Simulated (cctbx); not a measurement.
## Accept or mend?

Cell a = 8.1150 Å, b = 8.1150 Å, c = 20.1470 Å, α = 90.00°, β = 90.00°, γ = 90.00°; space group P4cc (no. 103).

Simulated single-crystal data (cctbx): Ag Kα, λ = 0.56087 Å, to d = 0.75 Å, 70 % of the full sphere, strongest reflection 5000 counts, noise from counting, a 2 % proportional error and a noise floor of 15 counts (s.d.); no absorption, and some extinction, which the refinements don't model.

An anisotropic refinement with weights 1/σ² prints:

```text
Rint 0.115, 1660 unique reflections to 0.75 A
cycle     R1     wR2    GooF  max shift (A)
   1  0.1318  0.2495   3.917   0.10612
   2  0.1244  0.2405   3.777   0.00000
final R1 0.1244 wR2 0.2405 GooF 3.777  parameters 49  data/parameter 33.9
atom        x        y        z      Ueq    occ   su(xyz)  su(Uiso or U11)
Sn1    0.00000  0.50000  0.08788   0.0086  1.000  0.00028  0.0046
Sn2    0.00000  0.50000  0.91087   0.0132  1.000  0.00031  0.0048
Ag1    0.98771  0.68193  0.75008   0.0108  1.000  0.00048  0.0013
K1     0.50000  0.50000  0.94595   0.0152  1.000  0.00101  0.0048
K2     0.50000  0.50000  0.73627   0.0162  1.000  0.00068  0.0053  NPD
K3     0.00000  0.00000  0.09710   0.0094  1.000  0.00162  0.0134
K4     0.00000  0.00000  0.90308   0.0230  1.000  0.00241  0.0175
S1     0.18288  0.33143  0.16511   0.0243  1.000  0.00208  0.0070  NPD
S2     0.80895  0.66397  0.84469   0.0091  1.000  0.00189  0.0060  NPD
difference map: max 32.00 min -7.35 rms 1.30
Q1    0.1602  0.3274  0.5008    8   32.62  2.59 A from Sn1
Q2    0.1564  0.3338  0.9941    8   12.96  2.50 A from Sn2
Q3    0.1591  0.4610  0.0951    8    6.00  1.34 A from Sn1
Q4    0.5000  0.5000  0.2568    2    5.28  0.41 A from K2
Q5    0.1380  0.3136  0.8348    8    5.02  0.51 A from S2
Q6    0.0286  0.3227  0.2483    8    4.18  0.34 A from Ag1
```

Q: Accept it or mend it, and why?

Mend it. The fault: an atom left out, S at (0.1570, 0.6726, 0.0006). Against the right model at the same level, R1 goes from 0.0372 to 0.1244 and GooF from 0.91 to 3.78, the top difference peak, 32.6 e/Å³, lies 2.59 Å from Sn1 and K2, S1 and S2 go non-positive-definite. Q1 is the missing atom. With scattering power missing, scale and phases suffer, so peaks may also grow on the heavy atoms.

The compound is KAgSnS3. The right model at the same level gives:

```text
Rint 0.115, 1660 unique reflections to 0.75 A
cycle     R1     wR2    GooF  max shift (A)
   1  0.0378  0.0583   0.918   0.00460
   3  0.0372  0.0576   0.907   0.00019
final R1 0.0372 wR2 0.0576 GooF 0.907  parameters 58  data/parameter 28.6
atom        x        y        z      Ueq    occ   su(xyz)  su(Uiso or U11)
Sn1    0.00000  0.50000  0.08786   0.0115  1.000  0.00008  0.0012
Sn2    0.00000  0.50000  0.91078   0.0123  1.000  0.00008  0.0012
Ag1    0.98868  0.68162  0.75072   0.0117  1.000  0.00013  0.0003
K1     0.50000  0.50000  0.94583   0.0198  1.000  0.00024  0.0014
K2     0.50000  0.50000  0.73767   0.0157  1.000  0.00021  0.0011
K3     0.00000  0.00000  0.09639   0.0181  1.000  0.00056  0.0037
K4     0.00000  0.00000  0.90237   0.0162  1.000  0.00045  0.0041
S1     0.18618  0.33054  0.15997   0.0207  1.000  0.00059  0.0020
S2     0.80691  0.66396  0.84569   0.0149  1.000  0.00055  0.0017
S3     0.15762  0.67243  0.00121   0.0190  1.000  0.00039  0.0012
Flack x: -0.2(3)
Hooft y: -0.118(242)  Bijvoet pairs: 798
difference map: max 2.14 min -1.94 rms 0.51
Q1    0.1237  0.2931  0.8349    8    2.27  0.70 A from S2
Q2    0.0926  0.3681  0.3418    8    2.08  1.91 A from Sn2
Q3    0.4060  0.4610  0.1333    8    2.03  2.14 A from S1
Q4    0.2490  0.3015  0.3336    8    2.03  1.15 A from S2
Q5    0.5000  0.5000  0.1733    2    1.93  1.30 A from K2
Q6    0.0619  0.1088  0.9527    8    1.88  1.44 A from K4
```

The model is made up (kin elements in a known structure type, no relaxation), so it says nothing on whether the phase exists.

[Middle refinement cycles are left out of these outputs.]

[Logs are printed without paths, hosts, clocks, repeated set-up lines and the standing remarks that a program may print on its own settings, such as how far it seeks lower states.]
